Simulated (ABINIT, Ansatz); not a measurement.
# Quasiparticle gap of Ba3ZnN2O (P4/mmm) in ABINIT, part 3 of 3

How does a plane-wave GW calculation on Ba3ZnN2O (P4/mmm) run from the first input to the gap?

ABINIT 10.8.3; PBEsol and many-body steps on it, plane waves. Known limits of the many-body steps: not at the basis limit; d shell near the gap, gap tends to lie low; no spin-orbit coupling; coarse k mesh.

So far. Step 4 (Empty states on the mesh, 2×2×1 mesh, 121 bands): On this mesh the gap is 0.756 eV. The earlier step found 0.396 eV, so this mesh misses an edge. Step 5 (Screening, 2×2×1 mesh, 111 bands, screening to 98 eV): Local fields lower ε∞ by 12 %. On a Γ-centred mesh this coarse the value itself is usually too large, while a short band sum pulls it down.

### 6. Self-energy, 2×2×1 mesh, 111 bands, screening to 98 eV

The self-energy is evaluated for the states that the input lists, and the levels follow from it, in one-shot runs by the linearised quasiparticle equation.

This step: G0W0 on PBEsol, plane waves, norm-conserving pseudopotentials.

Contents of run.abi:

```
acell 3*1.0 Angstrom
rprim 
  4.149767000000 0.000000000000 0.000000000000
  0.000000000000 4.149767000000 0.000000000000
  0.000000000000 0.000000000000 9.292831000000
ntypat 4
znucl 56 30 7 8
natom 7
typat 1 1 1 2 3 3 4
xred 
  0.000000000000 0.000000000000 0.217885000000
  0.000000000000 0.000000000000 0.782115000000
  0.500000000000 0.500000000000 0.500000000000
  0.500000000000 0.500000000000 0.000000000000
  0.500000000000 0.500000000000 0.800540000000
  0.500000000000 0.500000000000 0.199460000000
  0.000000000000 0.000000000000 0.500000000000
pp_dirpath "pseudos"
pseudos "Ba.upf, Zn.upf, N.upf, O.upf"
ecut 38
ngkpt 2 2 1
nshiftk 1
shiftk 0 0 0
kptopt 1
chksymbreak 0
istwfk *1
occopt 1
irdwfk 1
optdriver 4
nband 111
gwcalctyp 0
ecutsigx 38
symsigma 1
nkptgw 1
kptgw 
  0.0000000000 0.0000000000 0.0000000000
bdgw 
  32 35
ecuteps 3.6
irdscr 1
ppmodel 1
indata_prefix "in"
outdata_prefix "out"
tmpdata_prefix "tmp"
```

Run with:

```
$ OMP_NUM_THREADS=1 mpirun -n 4 abinit run.abi > log
```

Numbers of over 12 decimals in the logs are rounded to 6 here.

Log:

```text
.Version 10.8.3 of ABINIT. v10.8.2 released Aug 2026.

 Symmetries : space group P4/m m m (#123); Bravais tP (primitive tetrag.)
[... echo of the input left out ...]
== DATASET  1 ==================================================================
-   mpi_nproc: 4, omp_nthreads: 1 (-1 if OMP is not activated)

--- !DatasetInfo
iteration_state: {dtset: 1, }
dimensions: {natom: 7, nkpt: 3, mband: 111, nsppol: 1, nspinor: 1, nspden: 1, mpw: 12112, }
cutoff_energies: {ecut:  38.0, pawecutdg:  -1.0, }
electrons: {nelect:   6.60000000E+01, charge:   0.00000000E+00, occopt:   1.00000000E+00, tsmear:   1.00000000E-02, }

 SIGMA: Calculation of the GW corrections

 Based on a program developped by R.W. Godby, V. Olevano, G. Onida, and L. Reining.
 Incorporated in ABINIT by V. Olevano, G.-M. Rignanese, and M. Torrent.
.Using double precision arithmetic ; gwpc =  8

[... cell and pseudopotentials left out ...]
--------------------------------------------------------------------------------

 ==== K-mesh for the wavefunctions ====
 Number of points in the irreducible wedge :     3
[... list of points left out ...]
 Together with 16 symmetry operations and time-reversal symmetry
 yields     4 points in the full Brillouin Zone.

 ==== Q-mesh for screening function ====
 Number of points in the irreducible wedge :     3
[... list of points left out ...]
 Together with 16 symmetry operations and time-reversal symmetry
 yields     4 points in the full Brillouin Zone.

 vcoul_init : cutoff-mode = AUXILIARY_FUNCTION
 q-points for optical limit:   1
     1)      0.000010    0.000020    0.000030
 setmesh: FFT mesh size selected  =    45x   45x  100
          total number of points  =       202500

 Number of electrons calculated from density =   66.0000; Expected =   66.0000
 average of density, n =  0.061116
 r_s =    1.5749
 omega_plasma =   23.8469 [eV]

 === KS Band Gaps ===
  >>>> For spin  1
   Minimum direct gap =   0.7560 [eV], located at k-point      :   0.0000  0.0000  0.0000
   Fundamental gap    =   0.7560 [eV], Top of valence bands at :   0.0000  0.0000  0.0000
                                       Bottom of conduction at :   0.0000  0.0000  0.0000
 SIGMA fundamental parameters:
 PLASMON POLE MODEL  1
 number of plane-waves for SigmaX                12061
 number of plane-waves for SigmaC and W            371
 number of plane-waves for wavefunctions         12061
 number of bands                                   111
 number of independent spin polarizations            1
 number of spinorial components                      1
 number of k-points in IBZ                           3
 number of q-points in IBZ                           3
 number of symmetry operations                      16
 number of k-points in BZ                            4
 number of q-points in BZ                            4
 number of frequencies for dSigma/dE                 9
 frequency step for dSigma/dE [eV]                0.25
 number of omega for Sigma on real axis              0
 max omega for Sigma on real axis  [eV]           0.00
 zcut for avoiding poles [eV]                     0.10

 EPSILON^-1 parameters (SCR file):
 dimension of the eps^-1 matrix on file            371
 dimension of the eps^-1 matrix used               371
 number of plane-waves for wavefunctions         12061
 number of bands                                   111
 number of q-points in IBZ                           3
 number of frequencies                               2
 number of real frequencies                          1
 number of imag frequencies                          1

 matrix elements of self-energy operator (all in [eV])

 Perturbative Calculation

--- !SelfEnergy_ee
iteration_state: {dtset: 1, }
kpoint     : [   0.000,    0.000,    0.000, ]
spin       : 1
KS_gap     :    0.756
QP_gap     :    0.990
Delta_QP_KS:    0.234
data: !SigmaeeData |
     Band     E0 <VxcDFT>   SigX SigC(E0)      Z dSigC/dE  Sig(E)    E-E0       E
       32   5.789 -16.301 -19.818   3.985   0.739  -0.353 -15.955   0.346   6.135
       33   5.789 -16.301 -19.818   3.985   0.739  -0.353 -15.955   0.346   6.135
       34   6.545  -8.572  -4.131  -3.730   0.816  -0.225  -7.992   0.580   7.125
       35   6.792 -12.119  -8.095  -3.197   0.798  -0.254 -11.459   0.660   7.452

== END DATASET(S) ==============================================================
================================================================================

 -outvars: echo values of variables after computation  --------
           etotal      0.0000000000E+00
            nband         111
             nkpt           3
          spgroup         123
 [... the other variables as echoed above ...]

 Calculation completed.
```

It took 8.7 s on 4 MPI ranks of Arm Neoverse V1, shared host; peak memory 1 GiB; 34 s of CPU time.

This step gave:

* G0W0 gap on the points computed: 0.9900 eV
* starting gap on the mesh: 0.7559 eV
* k of the valence top: 0, 0, 0
* k of the conduction bottom: 0, 0, 0
* Z at the valence top: 0.739
* Z at the conduction bottom: 0.816
* least direct G0W0 gap on the computed points: 0.9900 eV

The gap on the mesh goes from 0.76 eV to 0.99 eV, a correction of +0.23 eV. The start differs from the 0.40 eV found before because the two sample other k points.

Limits: finite bands, cutoff and mesh; d shell near the gap, gap tends to lie low; no spin-orbit coupling; coarse k mesh. v1 is the top filled band, c1 the lowest empty one. The levels before and after the correction (eV, zero at the valence-band top of each column):

```csv
,conduction bottom,valence top
Kohn-Sham,0.76,0.00
G0W0,0.99,0.00
```

```csv
,level,energy (eV)
Kohn-Sham,Γ v2-v1,0.000
Kohn-Sham,Γ c1,0.756
Kohn-Sham,Γ c2,1.003
G0W0,Γ v2-v1,0.000
G0W0,Γ c1,0.990
G0W0,Γ c2,1.317
```

### 7. Where the time went

Times are wall times on 4 MPI ranks of Arm Neoverse V1, shared host. The host was busy with other work, so they are no guide to cost.

```csv
step,time,share,memory (GiB)
ground state,3.7 min,46 %,0.59
bands along the symmetry lines,2.7 min,34 %,0.63
empty states on the mesh,59 s,12 %,0.44
screening,31 s,6 %,1.4
self-energy,8.7 s,2 %,1.0
```

### 8. Outcome

* PBEsol gap: 0.40 eV, indirect
* G0W0 gap on the mesh: 0.99 eV
* G0W0 gap over the zone (rigid shift): 0.63 eV
* GW settings: 2×2×1 mesh, 111 bands, screening to 98 eV, Godby-Needs plasmon pole
* known limits: not at the basis limit; d shell near the gap, gap tends to lie low; no spin-orbit coupling; coarse k mesh

**Reading.** G0W0 moves the gap on the mesh from 0.76 eV to 0.99 eV (+0.23 eV), with Z of 0.74 and 0.82 at the edges. The mesh misses the band edges by 0.36 eV in all; a rigid shift gives 0.63 eV for the zone. Local fields lower the RPA ε∞ on this mesh from 10.63 to 9.32; a Γ-centred mesh this coarse tends to raise both, most where the direct gap is narrow, while a short band sum lowers them. Only 1 of the mesh's irreducible points was corrected, so a valley elsewhere could overtake. Bands and cutoff are finite, so the gap is not at the basis limit. The miss can reach some tenths of an eV and take either sign; the mesh is an error of its own. In the G0W0 run levels were corrected at 1 k point alone, so a gap called «on the mesh» is the least over those, and an edge elsewhere would be missed. A denser mesh or path gives a starting gap of 0.40 eV: the GW mesh misses a band edge, so its gaps are not the fundamental one. The 2×2×1 mesh is coarse for this cell, which bears on the long-range parts of exchange and screening. A d shell, filled or nearly so, lies near the gap. One-shot GW converges very slowly in bands there, not always from below, and on a semilocal start the gap tends to come out low; starts rich in exact exchange can overshoot instead. The many-body steps are scalar-relativistic: spin-orbit coupling is not in them.

[Paths, hosts, dates, memory and timing lines, banners, echoed tables and standing remarks are left out of the program output.]

[Logs are printed without paths, hosts, clocks, repeated set-up lines and the standing remarks that a program may print on its own settings, such as how far it seeks lower states.]

[Runs of the session that timed out or met a known fault of the program may be left out.]

[Hosts, paths, dates, database ids (printed as entryN), source tags and the programs' standing remarks are cut or masked in the printed files.]

[G0W0 gaps are taken among the corrected bands and points alone; a level outside them can change the order at an edge.]

[Where Ansatz stands beside ABINIT at settings called matched, ABINIT's density can come from a denser mesh and the files from another edition; pairs whose starting gaps differed by over 0.03 eV were left out, so agreement reads better than it is.]
